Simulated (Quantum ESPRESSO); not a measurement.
## E(M) of FeGe

Aim: the energy of FeGe as a function of the total spin moment of its primitive cell.

Calculated with Quantum ESPRESSO 7.5; PBE; plane waves with GBRV 1.5 PBE potentials, no spin-orbit coupling.

## 1. Set-up

It takes space group P2_13 (No. 198, cubic). Conventional cell: a = 4.700 Å, b = 4.700 Å, c = 4.700 Å, α = 90.00°, β = 90.00°, γ = 90.00°. Nearest to Fe lie 7 Ge at 2.39 to 2.65 Å. Nearest to Ge lie 7 Fe at 2.39 to 2.65 Å. Farther neighbours are not listed.

The lattice constants were typed from memory of published values and not checked against a source.

## 2. The free run

The input, pw.in:

```
&CONTROL
  calculation = 'scf'
  prefix = 'pwscf'
  outdir = './tmp'
  pseudo_dir = './pseudo'
  disk_io = 'nowf'
/
&SYSTEM
  ibrav = 0
  celldm(1) = 8
  nat = 8
  ntyp = 2
  ecutwfc = 40
  ecutrho = 280
  nbnd = 80
  occupations = 'smearing'
  smearing = 'fd'
  degauss = 0.00367493
  nspin = 2
  starting_magnetization(1) = 0.175
  starting_magnetization(2) = 0
/
&ELECTRONS
  conv_thr = 1.6d-08
  electron_maxstep = 150
  mixing_beta = 0.3
/
ATOMIC_SPECIES
Fe     55.8450 fe_pbe_v1.5.uspp.F.UPF
Ge     72.6300 ge_pbe_v1.4.uspp.F.UPF
CELL_PARAMETERS alat
   1.1102140982176    0.0000000000000    0.0000000000000
   0.0000000000000    1.1102140982176    0.0000000000000
   0.0000000000000    0.0000000000000    1.1102140982176
ATOMIC_POSITIONS crystal
Fe      0.1350000000    0.1350000000    0.1350000000
Fe      0.6350000000    0.3650000000    0.8650000000
Fe      0.8650000000    0.6350000000    0.3650000000
Fe      0.3650000000    0.8650000000    0.6350000000
Ge      0.8420000000    0.8420000000    0.8420000000
Ge      0.3420000000    0.6580000000    0.1580000000
Ge      0.1580000000    0.3420000000    0.6580000000
Ge      0.6580000000    0.1580000000    0.3420000000
K_POINTS automatic
8 8 8 0 0 0
```

Started as:

```sh
$ OMP_NUM_THREADS=1 mpirun -n 4 pw.x -nk 4 -in pw.in > pw.out
```

Log:

```text
Program PWSCF v.7.5 starts

     Message from routine setup:
     using ibrav=0 with symmetry is DISCOURAGED, use correct ibrav instead

     K-points division:     npool     =       4
     Subspace diagonalization in iterative solution of the eigenvalue problem:

     G-vector sticks info
     --------------------
     sticks:   dense  smooth     PW     G-vecs:    dense   smooth      PW
     Sum        1757     997    293                55467    23847    3911

     Using Slab Decomposition

     bravais-lattice index     =            0
     lattice parameter (alat)  =       8.0000  a.u.
     unit-cell volume          =     700.6323 (a.u.)^3
     number of atoms/cell      =            8
     number of atomic types    =            2
     number of electrons       =       120.00
     number of Kohn-Sham states=           80
     kinetic-energy cutoff     =      40.0000  Ry
     charge density cutoff     =     280.0000  Ry
     scf convergence threshold =      1.6E-08
     mixing beta               =       0.3000
     number of iterations used =            8  plain     mixing
     Exchange-correlation=  SLA  PW   PBX  PBC
                           (   1   4   3   4   0   0   0)

     celldm(1)=   8.000000  celldm(2)=   0.000000  celldm(3)=   0.000000
     celldm(4)=   0.000000  celldm(5)=   0.000000  celldm(6)=   0.000000

     crystal axes: (cart. coord. in units of alat)
               a(1) = (   1.110214   0.000000   0.000000 )
               a(2) = (   0.000000   1.110214   0.000000 )
               a(3) = (   0.000000   0.000000   1.110214 )

     reciprocal axes: (cart. coord. in units 2 pi/alat)
               b(1) = (  0.900727  0.000000  0.000000 )
               b(2) = (  0.000000  0.900727  0.000000 )
               b(3) = (  0.000000  0.000000  0.900727 )

     PseudoPot. # 1 for Fe read from file:
     fe_pbe_v1.5.uspp.F.UPF
     Pseudo is Ultrasoft + core correction, Zval = 16.0
     Generated by new atomic code, or converted to UPF format
     Using radial grid of  861 points,  6 beta functions with:
                l(1) =   0
                l(2) =   0
                l(3) =   1
                l(4) =   1
                l(5) =   2
                l(6) =   2
     Q(r) pseudized with  8 coefficients,  rinner =    1.000   1.000   1.000
                                                       1.000   1.000

     PseudoPot. # 2 for Ge read from file:
     ge_pbe_v1.4.uspp.F.UPF
     Pseudo is Ultrasoft + core correction, Zval = 14.0
     Generated by new atomic code, or converted to UPF format
     Using radial grid of  873 points,  6 beta functions with:
                l(1) =   0
                l(2) =   0
                l(3) =   1
                l(4) =   1
                l(5) =   2
                l(6) =   2
     Q(r) pseudized with  8 coefficients,  rinner =    1.400   1.400   1.400
                                                       1.400   1.400

     atomic species   valence    mass     pseudopotential
     Fe               16.00    55.84500     Fe( 1.00)
     Ge               14.00    72.63000     Ge( 1.00)

     Starting magnetic structure
     atomic species   magnetization
     Fe              0.175
     Ge              0.000

     12 Sym. Ops. (no inversion) found ( 9 have fractional translation)

   Cartesian axes

     site n.     atom                  positions (alat units)
         1        Fe     tau(   1) = (   0.1498789   0.1498789   0.1498789  )
         2        Fe     tau(   2) = (   0.7049860   0.4052281   0.9603352  )
         3        Fe     tau(   3) = (   0.9603352   0.7049860   0.4052281  )
         4        Fe     tau(   4) = (   0.4052281   0.9603352   0.7049860  )
         5        Ge     tau(   5) = (   0.9348003   0.9348003   0.9348003  )
         6        Ge     tau(   6) = (   0.3796932   0.7305209   0.1754138  )
         7        Ge     tau(   7) = (   0.1754138   0.3796932   0.7305209  )
         8        Ge     tau(   8) = (   0.7305209   0.1754138   0.3796932  )

     number of k points=    45  Fermi-Dirac smearing, width (Ry)=  0.0037
                       cart. coord. in units 2pi/alat
        k(    1) = (   0.0000000   0.0000000   0.0000000), wk =   0.0019531
        k(    2) = (   0.0000000   0.0000000   0.1125909), wk =   0.0117188
        k(    3) = (   0.0000000   0.0000000   0.2251818), wk =   0.0117188
        k(    4) = (   0.0000000   0.0000000   0.3377727), wk =   0.0117188
        k(    5) = (   0.0000000   0.0000000  -0.4503636), wk =   0.0058594
        [... 40 further k-points ...]

     Dense  grid:    55467 G-vectors     FFT dimensions: (  48,  48,  48)

     Smooth grid:    23847 G-vectors     FFT dimensions: (  36,  36,  36)

     Check: negative core charge=   -0.000031
     Generating pointlists ...
     new r_m :   0.2324 (alat units)  1.8593 (a.u.) for type    1
     new r_m :   0.2324 (alat units)  1.8593 (a.u.) for type    2

     Initial potential from superposition of free atoms

     starting charge     115.9965, renormalised to     120.0000
     Starting wfcs are   88 randomized atomic wfcs

     Self-consistent Calculation

     iteration #  1     ecut=    40.00 Ry     beta= 0.30
     Davidson diagonalization with overlap
     ethr =  1.00E-02,  avg # of iterations =  3.4

     total energy              =   -1855.76668050 Ry
     estimated scf accuracy    <       3.29716392 Ry

     total magnetization       =     5.72 Bohr mag/cell
     absolute magnetization    =     7.25 Bohr mag/cell

     iteration #  2     ecut=    40.00 Ry     beta= 0.30
     Davidson diagonalization with overlap
     ethr =  2.75E-03,  avg # of iterations =  2.0

     total energy              =   -1855.85033135 Ry
     estimated scf accuracy    <       1.24309202 Ry

     total magnetization       =     6.55 Bohr mag/cell
     absolute magnetization    =     8.00 Bohr mag/cell

     iteration #  3     ecut=    40.00 Ry     beta= 0.30
     Davidson diagonalization with overlap
     ethr =  1.04E-03,  avg # of iterations =  2.0

     total energy              =   -1855.95799905 Ry
     estimated scf accuracy    <       0.48036172 Ry

     total magnetization       =     5.78 Bohr mag/cell
     absolute magnetization    =     7.39 Bohr mag/cell

     [... further iterations left out ...]

     iteration # 12     ecut=    40.00 Ry     beta= 0.30
     Davidson diagonalization with overlap
     ethr =  8.74E-09,  avg # of iterations =  2.0

     total energy              =   -1856.03461765 Ry
     estimated scf accuracy    <       0.00000079 Ry

     total magnetization       =     4.47 Bohr mag/cell
     absolute magnetization    =     5.71 Bohr mag/cell

     iteration # 13     ecut=    40.00 Ry     beta= 0.30
     Davidson diagonalization with overlap
     ethr =  6.60E-10,  avg # of iterations =  2.0

     total energy              =   -1856.03461889 Ry
     estimated scf accuracy    <       0.00000025 Ry

     total magnetization       =     4.48 Bohr mag/cell
     absolute magnetization    =     5.73 Bohr mag/cell

     iteration # 14     ecut=    40.00 Ry     beta= 0.30
     Davidson diagonalization with overlap
     ethr =  2.09E-10,  avg # of iterations =  1.5

     total energy              =   -1856.03461910 Ry
     estimated scf accuracy    <       0.00000003 Ry

     total magnetization       =     4.48 Bohr mag/cell
     absolute magnetization    =     5.72 Bohr mag/cell

     iteration # 15     ecut=    40.00 Ry     beta= 0.30
     Davidson diagonalization with overlap
     ethr =  2.63E-11,  avg # of iterations =  1.8

     Magnetic moment per site  (integrated on atomic sphere of radius R)
     atom   1 (R=0.232)  charge= 14.2721  magn=  1.2523
     atom   2 (R=0.232)  charge= 14.2721  magn=  1.2523
     atom   3 (R=0.232)  charge= 14.2721  magn=  1.2523
     atom   4 (R=0.232)  charge= 14.2721  magn=  1.2523
     atom   5 (R=0.232)  charge= 11.6914  magn= -0.0621
     atom   6 (R=0.232)  charge= 11.6914  magn= -0.0621
     atom   7 (R=0.232)  charge= 11.6914  magn= -0.0621
     atom   8 (R=0.232)  charge= 11.6914  magn= -0.0621

     End of self-consistent calculation

     [... lines left out ...]
     the Fermi energy is    16.4460 ev

!    total energy              =   -1856.03461915 Ry
     estimated scf accuracy    <          1.2E-09 Ry
     smearing contrib. (-TS)   =      -0.00453729 Ry
     internal energy E=F+TS    =   -1856.03008186 Ry

     The total energy is F=E-TS. E is the sum of the following terms:
     one-electron contribution =    -883.93068667 Ry
     hartree contribution      =     544.64763904 Ry
     xc contribution           =    -350.60957240 Ry
     ewald contribution        =   -1166.13746183 Ry

     total magnetization       =     4.48 Bohr mag/cell
     absolute magnetization    =     5.72 Bohr mag/cell

     convergence has been achieved in  15 iterations

=------------------------------------------------------------------------------=
   JOB DONE.
=------------------------------------------------------------------------------=
```

The job ended after 2.2 min (4 MPI ranks of Arm Neoverse V2, shared host; peak memory 0.91 GiB; 8.7 min of CPU time).

Spin moment in the atom's sphere by atom:

```csv
atom,spin moment in the atom's sphere (μB)
Fe1,1.25
Fe2,1.25
Fe3,1.25
Fe4,1.25
Ge5,-0.06
Ge6,-0.06
Ge7,-0.06
Ge8,-0.06
```

Read from the output:

- smearing term TS: 0.06173 eV
- magnetization: 4.48 μB
- absolute magnetization: 5.723 μB
- final state: ferromagnetic

## 3. Moment fixed at 0 μB

The two spin channels are filled to separate Fermi energies, so that the total moment meets the target. Half of the up one less the down one is the slope dE/dM.

Changes to pw.in since step 2:

```diff
@@ -14,3 +14,3 @@
   ecutrho = 280
-  nbnd = 80
+  nbnd = 78
   occupations = 'smearing'
@@ -19,4 +19,5 @@
   nspin = 2
-  starting_magnetization(1) = 0.175
+  starting_magnetization(1) = 0.0088
   starting_magnetization(2) = 0
+  tot_magnetization = 0
 /
```

Log:

```text
     [... lines left out ...]
Program PWSCF v.7.5 starts
     [... lines left out ...]
     number of atoms/cell      =            8
     [... lines left out ...]
     number of electrons       =       120.00 (up:  60.00, down:  60.00)
     number of Kohn-Sham states=           78
     kinetic-energy cutoff     =      40.0000  Ry
     charge density cutoff     =     280.0000  Ry
     scf convergence threshold =      1.6E-08
     [... lines left out ...]
     12 Sym. Ops. (no inversion) found ( 9 have fractional translation)
     [... lines left out ...]
     number of k points=    45  Fermi-Dirac smearing, width (Ry)=  0.0037
     [... lines left out ...]
     iteration # 13     ecut=    40.00 Ry     beta= 0.30
     [... lines left out ...]
     Magnetic moment per site  (integrated on atomic sphere of radius R)
     atom   1 (R=0.232)  charge= 14.2781  magn=  0.0000
     atom   2 (R=0.232)  charge= 14.2781  magn=  0.0000
     atom   3 (R=0.232)  charge= 14.2781  magn=  0.0000
     atom   4 (R=0.232)  charge= 14.2781  magn=  0.0000
     atom   5 (R=0.232)  charge= 11.6853  magn= -0.0000
     atom   6 (R=0.232)  charge= 11.6853  magn= -0.0000
     atom   7 (R=0.232)  charge= 11.6853  magn= -0.0000
     atom   8 (R=0.232)  charge= 11.6853  magn= -0.0000
     [... lines left out ...]
     the spin up/dw Fermi energies are    16.2815   16.2815 ev
!    total energy              =   -1856.01314044 Ry
     estimated scf accuracy    <          3.7E-09 Ry
     smearing contrib. (-TS)   =      -0.00519717 Ry
     [... lines left out ...]
     total magnetization       =     0.00 Bohr mag/cell
     absolute magnetization    =     0.00 Bohr mag/cell
     convergence has been achieved in  13 iterations
```

It took 1.9 min on 4 MPI ranks; peak memory 0.91 GiB; 7.5 min of CPU time.

Read from the output:

| Quantity | Value |
| --- | --- |
| magnetization | 0 μB |
| absolute magnetization | 0 μB |
| half the difference of the two Fermi energies | 0 meV |
| largest moment | 0 μB |

## 4. Moment fixed at 0.625 μB

Changes to pw.in since step 3:

```diff
@@ -19,5 +19,5 @@
   nspin = 2
-  starting_magnetization(1) = 0.0088
+  starting_magnetization(1) = 0.0098
   starting_magnetization(2) = 0
-  tot_magnetization = 0
+  tot_magnetization = 0.625
 /
```

Log:

```text
     [... lines left out ...]
Program PWSCF v.7.5 starts
     [... lines left out ...]
     number of atoms/cell      =            8
     [... lines left out ...]
     number of electrons       =       120.00 (up:  60.31, down:  59.69)
     number of Kohn-Sham states=           78
     kinetic-energy cutoff     =      40.0000  Ry
     charge density cutoff     =     280.0000  Ry
     scf convergence threshold =      1.6E-08
     [... lines left out ...]
     12 Sym. Ops. (no inversion) found ( 9 have fractional translation)
     [... lines left out ...]
     number of k points=    45  Fermi-Dirac smearing, width (Ry)=  0.0037
     [... lines left out ...]
     iteration # 13     ecut=    40.00 Ry     beta= 0.30
     [... lines left out ...]
     Magnetic moment per site  (integrated on atomic sphere of radius R)
     atom   1 (R=0.232)  charge= 14.2782  magn=  0.1820
     atom   2 (R=0.232)  charge= 14.2782  magn=  0.1820
     atom   3 (R=0.232)  charge= 14.2782  magn=  0.1820
     atom   4 (R=0.232)  charge= 14.2782  magn=  0.1820
     atom   5 (R=0.232)  charge= 11.6854  magn= -0.0110
     atom   6 (R=0.232)  charge= 11.6854  magn= -0.0110
     atom   7 (R=0.232)  charge= 11.6854  magn= -0.0110
     atom   8 (R=0.232)  charge= 11.6854  magn= -0.0110
     [... lines left out ...]
     the spin up/dw Fermi energies are    16.2555   16.2940 ev
!    total energy              =   -1856.01358147 Ry
     estimated scf accuracy    <          2.0E-09 Ry
     smearing contrib. (-TS)   =      -0.00567438 Ry
     [... lines left out ...]
     total magnetization       =     0.63 Bohr mag/cell
     absolute magnetization    =     0.85 Bohr mag/cell
     convergence has been achieved in  13 iterations
```

Run time: 1.9 min. Hardware: 4 MPI ranks; peak memory 0.81 GiB.

Spin moment in the atom's sphere by atom:

```csv
atom,spin moment in the atom's sphere (μB)
Fe1,0.182
Fe2,0.182
Fe3,0.182
Fe4,0.182
Ge5,-0.011
Ge6,-0.011
Ge7,-0.011
Ge8,-0.011
```

Read from the output:

| Item | Value |
| --- | --- |
| magnetization | 0.625 μB |
| absolute magnetization | 0.853 μB |
| half the difference of the two Fermi energies | -19.3 meV |

## 5. Moment fixed at 1.251 μB

Changes to pw.in since step 4:

```diff
@@ -14,3 +14,3 @@
   ecutrho = 280
-  nbnd = 78
+  nbnd = 79
   occupations = 'smearing'
@@ -19,5 +19,5 @@
   nspin = 2
-  starting_magnetization(1) = 0.0098
+  starting_magnetization(1) = 0.0195
   starting_magnetization(2) = 0
-  tot_magnetization = 0.625
+  tot_magnetization = 1.251
 /
```

Log:

```text
     [... lines left out ...]
Program PWSCF v.7.5 starts
     [... lines left out ...]
     number of atoms/cell      =            8
     [... lines left out ...]
     number of electrons       =       120.00 (up:  60.63, down:  59.37)
     number of Kohn-Sham states=           79
     kinetic-energy cutoff     =      40.0000  Ry
     charge density cutoff     =     280.0000  Ry
     scf convergence threshold =      1.6E-08
     [... lines left out ...]
     12 Sym. Ops. (no inversion) found ( 9 have fractional translation)
     [... lines left out ...]
     number of k points=    45  Fermi-Dirac smearing, width (Ry)=  0.0037
     [... lines left out ...]
     iteration # 12     ecut=    40.00 Ry     beta= 0.30
     [... lines left out ...]
     Magnetic moment per site  (integrated on atomic sphere of radius R)
     atom   1 (R=0.232)  charge= 14.2782  magn=  0.3609
     atom   2 (R=0.232)  charge= 14.2782  magn=  0.3609
     atom   3 (R=0.232)  charge= 14.2782  magn=  0.3609
     atom   4 (R=0.232)  charge= 14.2782  magn=  0.3609
     atom   5 (R=0.232)  charge= 11.6857  magn= -0.0211
     atom   6 (R=0.232)  charge= 11.6857  magn= -0.0211
     atom   7 (R=0.232)  charge= 11.6857  magn= -0.0211
     atom   8 (R=0.232)  charge= 11.6857  magn= -0.0211
     [... lines left out ...]
     the spin up/dw Fermi energies are    16.2271   16.3117 ev
!    total energy              =   -1856.01497800 Ry
     estimated scf accuracy    <          6.7E-09 Ry
     smearing contrib. (-TS)   =      -0.00635336 Ry
     [... lines left out ...]
     total magnetization       =     1.25 Bohr mag/cell
     absolute magnetization    =     1.68 Bohr mag/cell
     convergence has been achieved in  12 iterations
```

It took 1.8 min on 4 MPI ranks; peak memory 0.9 GiB; 7.2 min of CPU time.

Numbers from this step:

| Property | Result |
| --- | --- |
| magnetization | 1.251 μB |
| absolute magnetization | 1.683 μB |
| half the difference of the two Fermi energies | -42.3 meV |
| largest moment | 0.3609 μB |

## 6. The curve

The runs not shown differ in the target, the start and the number of states alone. The point at 4.48 μB is the free run, entered with slope zero.

Energy over the lowest against total spin moment:

```csv
total spin moment (μB a cell),energy over the lowest (meV a cell)
0.00,292
0.62,286
1.25,267
1.88,233
2.50,182
3.13,116
3.75,43.9
4.38,0.583
4.48,0
5.00,14.0
5.63,59.8
6.25,136
6.88,249
```

dE/dM against total spin moment:

| total spin moment (μB a cell) | dE/dM (meV/μB) |
| --- | --- |
| 0.00 | -0.0446 |
| 0.62 | -19.3 |
| 1.25 | -42.3 |
| 1.88 | -68.6 |
| 2.50 | -94.0 |
| 3.13 | -113 |
| 3.75 | -112 |
| 4.38 | -11.8 |
| 4.48 | 0 |
| 5.00 | 52.3 |
| 5.63 | 92.2 |
| 6.25 | 156 |
| 6.88 | 202 |

Largest site moment against total spin moment:

```csv
total spin moment (μB a cell),largest site moment (μB)
0.00,1.8e-5
0.62,0.182
1.25,0.361
1.88,0.538
2.50,0.714
3.13,0.887
3.75,1.06
4.38,1.23
4.48,1.25
5.00,1.39
5.63,1.54
6.25,1.69
6.88,1.83
```

## 7. Results

```yaml
moment_of_the_free_run: 4.48 μB a cell
energy_at_zero_total_moment: 292 meV a cell over the lowest
delta_e_delta_m2_from_the_lowest_point_to_5p00_and_to_3p75_mu_b: 51 and 83 meV/μB²
```

**Reading.** At zero total moment the site moments vanish, so the 292 meV a cell is the energy of forming them. The points show one minimum alone. All runs start parallel; opposed orders may lie lower.

[Logs and program files are shortened in this print: banners, set-up blocks, solver, clock and traceback lines can be left out without a mark of their own.]

[Logs are printed without paths, hosts, clocks, repeated set-up lines and the standing remarks that a program may print on its own settings, such as how far it seeks lower states.]

[Hosts, paths, dates, database ids (printed as entryN), source tags and the programs' standing remarks are cut or masked in the printed files.]

[Where a cell is said to come from a database of computed structures, the database is the Materials Project.]
